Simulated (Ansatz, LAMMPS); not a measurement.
# Structural relaxation of Li+ BF4- in ethylene carbonate and dimethyl sulfoxide and propylene carbonate, from a frame at 440 K (188 atoms), part 2 of 3

Wanted: the relaxed structure of Li+ BF4- in ethylene carbonate and dimethyl sulfoxide and propylene carbonate, from a frame at 440 K (188 atoms) and its electronic structure.

Ansatz 0.2.0; Kohn-Sham DFT, PBE+D4, PAW (set soft_2), plane waves.

The cell: 44 C, 34 O, 76 H, 4 S, 5 B, 20 F and 5 Li. The network of contacts between molecules at the start is that of the classical potential that made the cell. Sampling is at Γ alone, for a cell whose shortest periodic width is 14 Å.

So far. Step 3 (Single point at the start): The r.m.s. force component of 1.1 eV/Å and the pressure of 2.1 GPa set the starting point.

### Step 4. Cell and atoms relaxed

The cell is relaxed with the atoms, since the starting lattice needn't suit this functional.

input.yaml reads:

```yaml
crystal:
  lattice:
    - [13.52072, 0.0, 0.0]
    - [0.0, 13.52072, 0.0]
    - [0.0, 0.0, 13.52072]
  atoms:
    [... the 188 atom lines of step 3 ...]
kpoints:
  mp_grid: { grid: [1, 1, 1] }
hamiltonian:
  xc: pbe
  dispersion: d4
scf:
  occupations: { method: fixed }
output:
  forces: true
relax:
  f_tol: 0.05
  max_steps: 200
  cell: {}
```

Run with:

```sh
ansatz run input.yaml --threads 4 --pin off --max-ram 8192MiB --backend cpu --events-out ev --progress --plain --runs-dir out
```

Numbers of over 12 decimals in the logs are rounded to 6 here.

Log:

```text
[...]
Crystal: 188 atoms, lattice volume = 2471.721 Å³
Basis set: ecut = 420 eV, 48489 PW (Γ), exchange–correlation on 192×192×192 points (8 copies of the dense FFT grid, shifted against one another)
Bands: 513, of which v1, the nominal top of the filled ones, is band 325 counted from 1 (324 counted from 0)
Symmetry: 1 space group operations
[...]
k-points: 1
[...]
SCF iter   1: F=—  HF=-53140.132028 eV  |F-HF|=—  |Δ(HF+E_count)|=         —  Δρ=5.90e-3  dr2=1.13e0  ethr=1.77e-3  ⟨swp⟩=5.0  Hψ=1644  notcnv=0  defer=184
[...]
SCF iter   3: F=—  HF=-53139.861927 eV  |F-HF|=—  |Δ(HF+E_count)|=   3.22e-2  Δρ=1.44e-3  dr2=8.03e-2  ethr=3.76e-5  ⟨swp⟩=3.0  Hψ=622  notcnv=0  defer=99
automatic band count: iteration 3 solves 426 bands in place of 513: the levels show a gap, and the empty bands left out lie too high to hold charge; the band table lists the bands solved (type scf.n_extra_bands for more)
SCF iter   4: F=—  HF=-53139.848517 eV  |F-HF|=—  |Δ(HF+E_count)|=   1.34e-2  Δρ=4.73e-4  dr2=8.30e-3  ethr=1.23e-5  ⟨swp⟩=3.0  Hψ=616  notcnv=0  defer=99
[...]
SCF iter  11: F=-53139.846831 eV  HF=-53139.846831 eV  |F-HF|=2.09e-8  |Δ(HF+E_count)|=   3.46e-8  Δρ=1.33e-6  dr2=4.98e-8  ethr=1.54e-11  ⟨swp⟩=4.0  Hψ=1317  notcnv=0
SCF 1 converged in 11 iterations: F = -53139.846831 eV  dr2 = 4.98e-8
[...]
relax step   1: F+E_penalty+E_count = -53139.84683121 eV  Δ(F+E_penalty+E_count) = +0.000e0 eV  max|allowed force component| = 4.017e0 eV/Å  Δτ_max = 0.0000 Å  P = +2.070 GPa  Ω = 2471.721 Å³  (11 SCF iters, dr2 threshold 1.00e-7 eV, accepted)
[... from here on, the SCF cycles and remarks between the steps are left out ...]
relax step   2: F+E_penalty+E_count = -53148.54378451 eV  Δ(F+E_penalty+E_count) = -8.697e0 eV  max|allowed force component| = 2.288e0 eV/Å  Δτ_max = 0.1945 Å  P = +0.217 GPa  Ω = 2477.702 Å³  energy of the carried Pulay correction = -1.518e-2 eV  (8 SCF iters, dr2 threshold 1.88e-5 eV, accepted)
relax step   3: F+E_penalty+E_count = -53150.81972996 eV  Δ(F+E_penalty+E_count) = -2.276e0 eV  max|allowed force component| = 1.287e0 eV/Å  Δτ_max = 0.1941 Å  P = -0.751 GPa  Ω = 2487.087 Å³  energy of the carried Pulay correction = -3.892e-2 eV  (7 SCF iters, dr2 threshold 1.88e-5 eV, accepted)
relax step   4: F+E_penalty+E_count = -53151.85738039 eV  Δ(F+E_penalty+E_count) = -1.038e0 eV  max|allowed force component| = 6.195e-1 eV/Å  Δτ_max = 0.1917 Å  P = -0.538 GPa  Ω = 2441.856 Å³  energy of the carried Pulay correction = +7.633e-2 eV  (8 SCF iters, dr2 threshold 1.88e-5 eV, accepted)
relax step   5: F+E_penalty+E_count = -53152.48518194 eV  Δ(F+E_penalty+E_count) = -6.278e-1 eV  max|allowed force component| = 3.527e-1 eV/Å  Δτ_max = 0.1937 Å  P = -0.214 GPa  Ω = 2395.006 Å³  energy of the carried Pulay correction = +1.980e-1 eV  (8 SCF iters, dr2 threshold 1.88e-5 eV, accepted)
relax step   6: F+E_penalty+E_count = -53152.81380355 eV  Δ(F+E_penalty+E_count) = -3.286e-1 eV  max|allowed force component| = 2.889e-1 eV/Å  Δτ_max = 0.1904 Å  P = -0.162 GPa  Ω = 2386.196 Å³  energy of the carried Pulay correction = +2.211e-1 eV  (8 SCF iters, dr2 threshold 7.78e-6 eV, accepted)
relax step   7: F+E_penalty+E_count = -53153.09159064 eV  Δ(F+E_penalty+E_count) = -2.778e-1 eV  max|allowed force component| = 3.179e-1 eV/Å  Δτ_max = 0.1905 Å  P = -0.110 GPa  Ω = 2373.764 Å³  energy of the carried Pulay correction = +2.539e-1 eV  (8 SCF iters, dr2 threshold 5.22e-6 eV, accepted)
relax step   8: F+E_penalty+E_count = -53153.31363839 eV  Δ(F+E_penalty+E_count) = -2.220e-1 eV  max|allowed force component| = 3.298e-1 eV/Å  Δτ_max = 0.1909 Å  P = -0.187 GPa  Ω = 2362.439 Å³  energy of the carried Pulay correction = +2.839e-1 eV  (8 SCF iters, dr2 threshold 6.32e-6 eV, accepted)
relax step   9: F+E_penalty+E_count = -53153.44706183 eV  Δ(F+E_penalty+E_count) = -1.334e-1 eV  max|allowed force component| = 7.877e-1 eV/Å  Δτ_max = 0.1953 Å  P = +0.030 GPa  Ω = 2353.445 Å³  energy of the carried Pulay correction = +3.079e-1 eV  (8 SCF iters, dr2 threshold 6.80e-6 eV, accepted)
relax step  10: F+E_penalty+E_count = -53153.60254009 eV  Δ(F+E_penalty+E_count) = -1.555e-1 eV  max|allowed force component| = 5.493e-1 eV/Å  Δτ_max = 0.1949 Å  P = -0.526 GPa  Ω = 2333.475 Å³  energy of the carried Pulay correction = +3.613e-1 eV  (7 SCF iters, dr2 threshold 1.88e-5 eV, accepted)
relax step  11: F+E_penalty+E_count = -53153.48928822 eV  Δ(F+E_penalty+E_count) = +1.133e-1 eV  max|allowed force component| = 1.345e0 eV/Å  Δτ_max = 0.1268 Å  P = +0.548 GPa  Ω = 2336.563 Å³  energy of the carried Pulay correction = +3.530e-1 eV  (7 SCF iters, dr2 threshold 1.88e-5 eV, rejected (line search))
relax step  12: F+E_penalty+E_count = -53153.72596236 eV  Δ(F+E_penalty+E_count) = -1.234e-1 eV  max|allowed force component| = 1.937e-1 eV/Å  Δτ_max = 0.0617 Å  P = -0.047 GPa  Ω = 2334.887 Å³  energy of the carried Pulay correction = +3.575e-1 eV  (12 SCF iters, accepted)
[...]
relax step  62: F+E_penalty+E_count = -53154.82312535 eV  Δ(F+E_penalty+E_count) = -1.076e-2 eV  max|allowed force component| = 1.466e-1 eV/Å  Δτ_max = 0.0932 Å  P = +0.049 GPa  Ω = 2293.929 Å³  energy of the carried Pulay correction = +4.686e-1 eV  (8 SCF iters, dr2 threshold 1.85e-6 eV, accepted)
relax step  63: F+E_penalty+E_count = -53154.82923446 eV  Δ(F+E_penalty+E_count) = -6.109e-3 eV  max|allowed force component| = 1.081e-1 eV/Å  Δτ_max = 0.0330 Å  P = +0.007 GPa  Ω = 2293.245 Å³  energy of the carried Pulay correction = +4.704e-1 eV  (7 SCF iters, dr2 threshold 1.34e-6 eV, accepted)
relax step  64: F+E_penalty+E_count = -53154.83080094 eV  Δ(F+E_penalty+E_count) = -1.566e-3 eV  max|allowed force component| = 7.782e-2 eV/Å  Δτ_max = 0.0455 Å  P = -0.038 GPa  Ω = 2293.489 Å³  energy of the carried Pulay correction = +4.698e-1 eV  (8 SCF iters, dr2 threshold 7.30e-7 eV, accepted)
relax step  65: F+E_penalty+E_count = -53154.83386630 eV  Δ(F+E_penalty+E_count) = -3.065e-3 eV  max|allowed force component| = 4.567e-2 eV/Å  Δτ_max = 0.0165 Å  P = -0.023 GPa  Ω = 2293.037 Å³  energy of the carried Pulay correction = +4.710e-1 eV  (7 SCF iters, dr2 threshold 3.79e-7 eV, accepted)
relax step  66: F+E_penalty+E_count = -53154.50713288 eV  Δ(F+E_penalty+E_count) = +3.267e-1 eV  max|allowed force component| = 4.479e-2 eV/Å  Δτ_max = 0.0000 Å  P = -0.243 GPa  Ω = 2293.037 Å³  stress off target by 3.19e-1 GPa  SCF on the basis re-selected at this cell (its energy is not comparable with the rows above)  (8 SCF iters)
relax step  67: F+E_penalty+E_count = -53154.69608513 eV  Δ(F+E_penalty+E_count) = -1.890e-1 eV  max|allowed force component| = 6.617e-2 eV/Å  Δτ_max = 0.0545 Å  P = -0.042 GPa  Ω = 2241.979 Å³  energy of the carried Pulay correction = +1.427e-1 eV  (10 SCF iters, dr2 threshold 2.54e-7 eV, accepted)
relax step  68: F+E_penalty+E_count = -53154.73167585 eV  Δ(F+E_penalty+E_count) = -3.559e-2 eV  max|allowed force component| = 4.559e-2 eV/Å  Δτ_max = 0.0450 Å  P = -0.018 GPa  Ω = 2232.006 Å³  energy of the carried Pulay correction = +1.695e-1 eV  (9 SCF iters, dr2 threshold 2.74e-7 eV, accepted)
relax step  69: F+E_penalty+E_count = -53154.76296589 eV  Δ(F+E_penalty+E_count) = -3.129e-2 eV  max|allowed force component| = 3.874e-2 eV/Å  Δτ_max = 0.0749 Å  P = +0.007 GPa  Ω = 2223.104 Å³  energy of the carried Pulay correction = +1.931e-1 eV  (12 SCF iters, accepted)
relax step  70: F+E_penalty+E_count = -53154.60230937 eV  Δ(F+E_penalty+E_count) = +1.607e-1 eV  max|allowed force component| = 3.732e-2 eV/Å  Δτ_max = 0.0000 Å  P = -0.069 GPa  Ω = 2223.104 Å³  stress off target by 9.73e-2 GPa  SCF on the basis re-selected at this cell (its energy is not comparable with the rows above)  (7 SCF iters)
relax step  71: F+E_penalty+E_count = -53154.69070809 eV  Δ(F+E_penalty+E_count) = -8.840e-2 eV  max|allowed force component| = 7.087e-2 eV/Å  Δτ_max = 0.1372 Å  P = -0.017 GPa  Ω = 2197.237 Å³  energy of the carried Pulay correction = +7.312e-2 eV  (11 SCF iters, dr2 threshold 2.37e-8 eV, accepted)
relax step  72: F+E_penalty+E_count = -53154.70790419 eV  Δ(F+E_penalty+E_count) = -1.720e-2 eV  max|allowed force component| = 4.861e-2 eV/Å  Δτ_max = 0.0387 Å  P = +0.012 GPa  Ω = 2193.020 Å³  energy of the carried Pulay correction = +8.469e-2 eV  (8 SCF iters, dr2 threshold 3.14e-7 eV, accepted)
relax step  73: F+E_penalty+E_count = -53154.63300402 eV  Δ(F+E_penalty+E_count) = +7.490e-2 eV  max|allowed force component| = 4.775e-2 eV/Å  Δτ_max = 0.0000 Å  P = -0.008 GPa  Ω = 2193.020 Å³  stress off target by 2.15e-2 GPa  SCF on the basis re-selected at this cell (its energy is not comparable with the rows above)  (6 SCF iters)
[...]
dispersion: the relaxed geometry stands within reach of a switch of an atom's C6, across which e_disp changes (each atom's share, over what another start of this relaxation can change, counted as every distance, since the cell relaxes too: site 183 (Li), [...]
SCF converged after 6 iterations
Free energy (F): -53154.633004 eV
[...]
Internal energy: -53154.633004 eV  (E = F + TS)
E sigma→0 (E₀):  -53154.633004 eV
Fermi energy:    -0.245163 eV
[...]
--- Forces (eV/Å), atoms counted from 1 ---
  atom   1  C      0.00144969    -0.00665535     0.00462455
  atom   2  C      0.00154671     0.00589337    -0.00679898
  atom   3  C     -0.00236577    -0.00415252    -0.00548622
  atom   4  O     -0.00090899    -0.00283418     0.01062856
  atom   5  C      0.00292597     0.00530715    -0.01450358
  atom   6  O      0.00291783     0.00012839     0.00882773
  atom   7  O      0.01048726     0.00283240     0.00138534
  atom   8  H      0.00012372    -0.00181354     0.00451074
  atom   9  H     -0.00133672     0.00022183    -0.00183362
  atom  10  H      0.00363727     0.00254600    -0.00934877
  atom  11  H     -0.00124055    -0.00204108    -0.00042800
  atom  12  H     -0.00015281     0.00018079    -0.00017793
  atom  13  H      0.00004591     0.00154895     0.00359976
  atom  14  C      0.00331500    -0.00150397     0.01477782
[...]
atom 187  Li     0.00028650    -0.00077134     0.01843021
  atom 188  Li    -0.00258591    -0.00805672    -0.00313416
  max |Σ_I F_I| component: 1.38e-4 eV/Å
--- Stress (GPa, compression-positive) ---
        0.002621       0.001540       0.003799
        0.001540      -0.012392      -0.007647
        0.003797      -0.007644      -0.013918
  P = ⅓ Tr σ = -0.0079 GPa (-0.079 kbar)
--- Relaxed structure (70 steps of the walk, 67 accepted, 3 SCFs on fresh bases) ---
  F+E_penalty+E_count = -53154.63300402 eV   max|allowed force component| = 4.775e-2 eV/Å   (the final SCF, on the basis selected at the relaxed cell)
  cell:  # Å, volume = 2193.0205 Å³
    - [13.084975, 0.147025, 0.507005]
    - [0.147025, 13.102420, 0.00280712]
    - [0.507005, 0.00280712, 12.812664]
  atoms:
    - { symbol: C, position: [0.624229, 0.872443, 0.311953] }
    - { symbol: C, position: [0.594278, 0.769895, 0.271148] }
    - { symbol: C, position: [0.484928, 0.739621, 0.305575] }
    - { symbol: O, position: [0.427261, 0.780540, 0.221487] }
[...]
- { symbol: Li, position: [0.124664, 0.481980, 0.010973] }
```

Wall time 31 min (4 threads of Arm Neoverse V2, shared host); peak memory 3.3 GiB; 2 h of CPU time.

The program notes that the dispersion model switches parameters near this geometry. Further notices: relaxed geometry near dispersion switch.

Step by step (22 of 73):

```csv
step,energy less that of the first step (eV),largest force component (eV/Å),pressure (GPa),volume (Å³)
1,0.0000,4.0169,2.07,2471.72
4,-12.0105,0.6195,-0.54,2441.86
8,-13.4668,0.3298,-0.19,2362.44
11,-13.6425,1.3446,0.55,2336.56
15,-14.0511,0.3044,-0.17,2337.45
18,-14.2871,0.3398,-0.11,2317.52
22,-14.4075,0.1368,-0.08,2318.54
25,-14.5757,0.2841,-0.11,2304.60
28,-14.6456,0.1398,-0.05,2306.33
32,-14.7737,0.1302,-0.06,2298.62
35,-14.8070,0.2033,-0.02,2301.25
39,-14.8247,0.0842,-0.04,2305.46
42,-14.8362,0.1371,-0.08,2306.08
46,-14.8660,0.0402,-0.02,2302.85
49,-14.9207,0.0823,-0.05,2293.58
52,-14.9453,0.0426,0.01,2290.93
56,-14.9619,0.0704,0.00,2289.86
59,-14.9669,0.1974,-0.09,2291.19
63,-14.9824,0.1081,0.01,2293.24
66*,-14.6603,0.0448,-0.24,2293.04
70*,-14.7555,0.0373,-0.07,2223.10
73*,-14.7862,0.0477,-0.01,2193.02
```

Relaxation steps marked * repeat the geometry before them on a plane-wave basis chosen anew for their cell, so energy and pressure can jump there. Other such steps can lie between the rows shown. Relaxation steps 11, 19, 51 were tried and not accepted.

```csv
cell as run,before,after,change
a (Å),13.521,13.096,-3.1 %
b (Å),13.521,13.103,-3.1 %
c (Å),13.521,12.823,-5.2 %
α (°),90.00,89.95,-0.1 %
β (°),90.00,85.52,-5.0 %
γ (°),90.00,88.71,-1.4 %
volume (Å³/atom),13.15,11.67,-11.3 %
```

The atoms that moved most (Å, as changes of fractional coordinates times the final cell):

```csv
atom,dx,dy,dz,length
H38,0.790,1.814,-2.176,2.941
H34,-2.193,-0.418,-0.913,2.412
H36,-2.124,0.861,-0.243,2.305
H76,-0.136,-0.591,2.169,2.252
H39,0.783,2.090,0.140,2.237
O71,1.509,0.150,1.636,2.231
O69,0.834,-1.623,1.268,2.222
F180,0.797,-0.925,-1.712,2.103
```

The relaxation changed the energy by -78.7 meV/atom, and atoms moved by 1.1 Å r.m.s., 2.9 Å at most.

### Step 5. Distances and neighbours after relaxation

Density 1.32 g/cm³, 11.66 Å³ an atom.

g(r), total and by pair (bins of 0.2 Å):

```csv
r (Å),total,H-H,H-C,H-O,H-F,H-B,H-Li
1.00,3.25,0.00,17.15,0.00,0.00,0.00,0.00
1.20,0.33,0.00,0.00,0.00,0.00,0.00,0.00
1.40,1.50,0.00,0.00,0.00,0.00,0.00,0.00
1.60,0.42,0.00,0.00,0.00,0.00,0.00,0.00
1.80,1.05,5.22,0.00,0.00,0.00,0.00,0.00
2.00,0.59,0.00,0.00,2.67,0.00,0.00,0.00
2.20,1.17,0.00,3.17,0.13,0.45,0.00,0.00
2.40,1.14,1.54,0.00,0.69,1.21,0.00,0.00
2.60,0.64,1.32,0.22,0.89,1.62,0.00,0.00
2.80,0.86,1.12,1.43,1.77,0.96,0.83,0.58
3.00,0.80,1.08,0.96,1.33,0.89,1.31,0.52
3.20,0.89,0.81,0.93,1.00,0.85,2.00,0.92
3.40,1.00,0.60,0.97,0.76,1.00,1.77,1.02
3.60,0.92,0.60,1.14,0.70,0.80,1.40,1.61
3.80,0.94,1.46,0.69,0.87,1.14,0.48,0.94
4.00,0.95,0.65,0.82,1.35,1.15,1.45,0.72
4.20,1.02,0.86,0.69,1.33,1.27,1.18,0.92
4.40,0.98,0.92,0.77,0.96,1.29,1.30,0.48
4.60,1.02,0.96,1.00,0.85,1.52,0.86,1.84
4.80,0.97,1.01,1.06,0.95,0.89,0.80,1.49
5.00,1.08,0.95,1.01,1.12,0.77,1.47,1.01
5.20,1.06,1.05,1.07,0.93,0.84,1.36,1.28
5.40,1.04,0.90,0.98,0.96,1.11,1.02,1.43
5.60,1.04,0.90,1.08,0.98,0.95,0.95,1.03
5.80,1.06,1.03,1.19,0.96,1.11,1.03,1.37
6.00,0.98,1.15,0.88,1.02,1.25,0.90,0.96
6.20,1.01,1.20,1.04,1.04,0.97,0.65,1.25
```

(Part 2 of 3 ends here.)

[Logs are printed without paths, hosts, clocks, repeated set-up lines and the standing remarks that a program may print on its own settings, such as how far it seeks lower states.]

[Hosts, paths, dates, database ids (printed as entryN), source tags and the programs' standing remarks are cut or masked in the printed files.]
